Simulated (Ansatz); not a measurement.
# How W(100) screens a field, part 2 of 2

Aim: image plane and induced charge of W(100).

Ansatz 0.2.0; plane-wave DFT, LDA, Ansatz PAW.

So far. Step 9 (Atoms held, field 0.4 V/Å): The dipole is 0.265 e·Å.

## Step 10: The response

This step: plane-wave DFT, LDA, Ansatz PAW; screening of a field by a metal slab (Ansatz 0.2.0).

The dipoles give the slope, and the difference of two potentials shows where the field is screened.

Numbers from this step:

- equivalent conductor thickness p/(ε₀AE): 11.98 Å
- distance between the outer atoms: 7.900 Å
- image plane, upper face: 2.011 Å
- induced electrons on the upper face over ε₀E: -1.004
- image plane, lower face: 2.011 Å
- induced electrons on the lower face over ε₀E: 1.004

Dipole of the cell against applied field:

```tsv
applied field (V/Å)	dipole of the cell (e·Å)
-0.200	-0.132
-0.100	-0.0661
-0.050	-0.0330
0.000	-1.0e-6
0.050	0.0330
0.100	0.0661
0.200	0.132
0.400	0.265
```

Local field over the applied field, running mean. From the potentials at -0.05 and 0.05 V/Å; running mean over 1.58 Å. Table of local field over applied field by z:

z (Å), local field over applied field and a bar from the least value:
```
      4.5      0.990 ##############################
      5.0      0.976 ##############################
      5.5      0.945 #############################
      6.0      0.879 ###########################
      6.5      0.756 #######################
      7.0      0.555 #################
      7.5      0.301 ##########
      8.0      0.088 ####
      8.5     -0.023 
      9.0     -0.034 
      9.5     -0.011 #
     10.0      0.000 #
     10.5      0.005 #
     11.0      0.005 #
     11.5      0.001 #
     12.0     -0.002 #
     12.5     -0.003 #
     13.0     -0.003 #
     13.5     -0.003 #
     14.0     -0.001 #
     14.5      0.002 #
     15.0      0.005 #
     15.5      0.004 #
     16.0     -0.002 #
     16.5     -0.014 #
     17.0     -0.038 
     17.5     -0.008 #
     18.0      0.122 #####
     18.5      0.353 ###########
     19.0      0.602 ###################
     19.5      0.786 ########################
     20.0      0.896 ###########################
     20.5      0.953 #############################
     21.0      0.980 ##############################
     21.5      0.992 ##############################
```

Electrons, planar mean, per unit field. The induced electron density by z:

z (Å), induced electron density (e/Å³ per V/Å) and a bar from the least value:
```
      4.5    0.00007 ###############
      5.0    0.00017 ################
      5.5    0.00040 ################
      6.0    0.00086 ##################
      6.5    0.00165 ######################
      7.0    0.00275 ##########################
      7.5    0.00359 ##############################
      8.0    0.00259 ##########################
      8.5   -0.00086 ###########
      9.0   -0.00012 ##############
      9.5   -0.00012 ##############
     10.0   -0.00013 ##############
     10.5   -0.00003 ###############
     11.0    0.00006 ###############
     11.5    0.00007 ###############
     12.0    0.00000 ###############
     12.5    0.00001 ###############
     13.0   -0.00001 ###############
     13.5    0.00000 ###############
     14.0   -0.00001 ###############
     14.5   -0.00007 ###############
     15.0   -0.00006 ###############
     15.5    0.00006 ###############
     16.0    0.00012 ###############
     16.5    0.00019 ################
     17.0    0.00022 ################
     17.5    0.00029 ################
     18.0   -0.00307 ##
     18.5   -0.00350 
     19.0   -0.00252 ####
     19.5   -0.00147 #########
     20.0   -0.00074 ############
     20.5   -0.00034 #############
     21.0   -0.00015 ##############
     21.5   -0.00006 ###############
```

By hand: between -0.05 and 0.05 V/Å the dipole changes by 0.06610 e·Å, a slope of 0.6610 e·Å²/V. A perfect conductor of thickness t has p = ε₀AEt, so t = 180.95 × 0.6610 / 9.986 = 11.98 Å (e/ε₀ = 180.95 V·Å, A in Å²). Less the 7.90 Å between the outer atoms, and halved, that puts each image plane 2.04 Å out.

The induced dipole is that of a conductor 11.98 Å thick.

## Step 11: The same run with other settings

This step: plane-wave DFT, LDA, Ansatz PAW (Ansatz 0.2.0).

An input spoilt on purpose, to show how the run answers: it repeats the earlier run at 0.05 V/Å with efield.axis from 3 to 0, and scf.max_iter set to 50.

File input.yaml:

```yaml
crystal:
  lattice:
    - [3.16, 0.0, 0.0]
    - [0.0, 3.16, 0.0]
    - [0.0, 0.0, 25.9]
  atoms:
    - { symbol: W, position: [0.5, 0.5, 0.3474903475] }
    - { symbol: W, position: [0.0, 0.0, 0.4084942085] }
    - { symbol: W, position: [0.5, 0.5, 0.4694980695] }
    - { symbol: W, position: [0.0, 0.0, 0.5305019305] }
    - { symbol: W, position: [0.5, 0.5, 0.5915057915] }
    - { symbol: W, position: [0.0, 0.0, 0.6525096525] }
kpoints:
  mp_grid: { grid: [16, 16, 1] }
hamiltonian:
  xc: lda
scf:
  occupations: { method: fermi_dirac, width: 0.1 }
  convergence: { dr2_threshold: 1.0e-10 }
  max_iter: 50
efield:
  axis: 0
  dipole_correction: true
  ramp_position: 0.97
  ramp_width: 0.06
  amplitude: 0.05
output:
  forces: true
  write_potential: true
  write_density: true
  volumetric_format: npy
```

Launch:

```bash
ansatz run input.yaml --threads 2 --pin off --max-ram 3072MiB --backend cpu --events-out ev --progress --plain --runs-dir out
```

The program printed:

```text
Error: invalid value for `efield.axis`: must be in [1, 3]; got 0
```

It took 0.03 s on 2 threads of Arm Neoverse V1, shared host; peak memory 0.03 GiB.

The program refused the input before any cycle.

The program's message: “Error: invalid value for `efield.axis`: must be in [1, 3]; got 0”

The fault put into the input: an axis of 0, outside the range 1 to 3.

## Step 12: A changed input: efield.ramp_width = 0.04 and efield.amplitude = -0.05

Another changed input: it repeats the earlier run at 0.05 V/Å with efield.ramp_width from 0.06 to 0.04 and efield.amplitude from 0.05 to -0.05.

Changes to input.yaml since step 11:

```diff
@@ -19,9 +19,8 @@
   convergence: { dr2_threshold: 1.0e-10 }
-  max_iter: 50
 efield:
-  axis: 0
+  axis: 3
   dipole_correction: true
   ramp_position: 0.97
-  ramp_width: 0.06
-  amplitude: 0.05
+  ramp_width: 0.04
+  amplitude: -0.05
 output:
```

The program printed:

```text
[...]
Crystal: 6 atoms, lattice volume = 258.627 Å³
Basis set: ecut = 420 eV, 5103 PW (Γ)
Bands: 51, of which v1, the nominal top of the filled ones, is band 42 counted from 1 (41 counted from 0)
Symmetry: 8 space group operations
k-points: 45 of 256
[...]
SCF iter   1: F=—  HF=-60777.455551 eV  |F-HF|=—  |Δ(HF+E_count)|=         —  Δρ=4.87e-2  dr2=5.49e1  ethr=3.10e-3  p=-0.030 e·Å  D=-2.12e-2 V/Å  ΔV_dip=0.55 eV  dr2_dipole=1.15e-4  V_vac-E_F(+/−)=6.91/7.59 eV  ⟨swp⟩=10.1  Hψ=11453  notcnv=0
[...]
SCF iter  13: F=-60773.123948 eV  HF=-60773.123948 eV  |F-HF|=0.00e0  |Δ(HF+E_count)|=  3.93e-10  Δρ=6.59e-8  dr2=2.41e-11  ethr=1.00e-12  p=-0.033 e·Å  D=-2.31e-2 V/Å  ΔV_dip=0.60 eV  dr2_dipole=1.81e-13  V_vac-E_F(+/−)=4.19/4.81 eV  ⟨swp⟩=8.3  Hψ=12538  notcnv=0
SCF 1 converged in 13 iterations: F = -60773.123948 eV  dr2 = 2.41e-11
[...]
SCF converged after 13 iterations
Free energy (F): -60773.123948 eV
[...]
Internal energy: -60772.933107 eV  (E = F + TS)
E sigma→0 (E₀):  -60773.028528 eV
Entropy (-TS):   -0.190841 eV (-31.807 meV/atom)
Fermi energy:    5.382192 eV
Dipole field:    D = -0.023124 V/Å  (p = -0.033050 e·Å, saw-weighted, corrected)
Work function:   not extracted (applied field tilts the vacuum); planar V_es + V_field profile in the machine report
[...]
--- Forces (eV/Å), atoms counted from 1 ---
  atom   1  W      0.00000000     0.00000000     2.26106273
  atom   2  W     -0.00000000     0.00000000    -1.65290332
  atom   3  W      0.00000000     0.00000000    -0.00482842
  atom   4  W     -0.00000000     0.00000000     0.00472474
  atom   5  W      0.00000000     0.00000000     1.64952171
  atom   6  W     -0.00000000     0.00000000    -2.25758010
  max |Σ_I F_I| component: 2.65e-6 eV/Å
--- Band table (eV; the first three rows and the last of 45) ---
  k-point 0: bands = [... 38 lower, 4.5394, 5.0670, 5.0670, 5.0689, 5.1184, 5.3578, 5.6326, 6.0744, ... 5 higher]
  k-point 1: bands = [... 38 lower, 4.7270, 4.8098, 4.8765, 5.0281, 5.2968, 5.6530, 5.7763, 5.8016, ... 5 higher]
  k-point 2: bands = [... 38 lower, 4.6243, 4.7048, 4.7683, 5.1661, 5.5560, 5.5881, 5.8546, 6.1448, ... 5 higher]
  k-point 44: bands = [... 38 lower, 4.9862, 4.9862, 7.2642, 7.2667, 7.4035, 7.4035, 7.7959, 7.7959, ... 5 higher]
```

Wall time 56 s (2 threads); peak memory 0.66 GiB.

Numbers from this step:

```yaml
energy_at_zero_smearing: -60773.0285 eV
dipole_along_the_normal: -0.03305 e·Å
```

Force by atom:

```tsv
atom	x (eV/Å)	y (eV/Å)	z (eV/Å)	size
W1	0.00	0.00	2.26	2.26
W2	0.00	0.00	-1.65	1.65
W3	0.00	0.00	0.00	0.00
W4	0.00	0.00	0.00	0.00
W5	0.00	0.00	1.65	1.65
W6	0.00	0.00	-2.26	2.26
```

```tsv
quantity	this run	earlier run	difference
dipole along the normal (e·Å)	-0.03305	0.03305	-0.066
```

The applied field differs, and the slope found earlier predicts a dipole of -0.0331 e·Å; this run gives -0.0330 e·Å, in line with it.

## Step 13: Summary of results

- work function: 4.50 eV
- image plane, upper face: 2.01 Å
- induced electrons on the upper face over ε₀E: -1.00
- equivalent conductor thickness p/(ε₀AE): 12.0 Å

The induced charge has its centre 2.01 Å outside the outermost atoms; this is the plane from which a capacitor's gap or an image potential counts. The equivalent conductor thickness exceeds the distance between the outer atoms by 4.08 Å, about the sum of the two image-plane distances. The atoms are held at bulk positions with the tabulated experimental lattice constant.

[Long decimals in the printed logs are rounded to 6 places.]

[Logs are printed without paths, hosts, clocks, repeated set-up lines and the standing remarks that a program may print on its own settings, such as how far it seeks lower states.]

[Hosts, paths, dates, database ids (printed as entryN), source tags and the programs' standing remarks are cut or masked in the printed files.]

[Maps of the electrostatic potential energy from Ansatz leave out the sawtooth potential of an applied field or a dipole correction, so their vacuum need not be flat; planar profiles and work functions include it.]
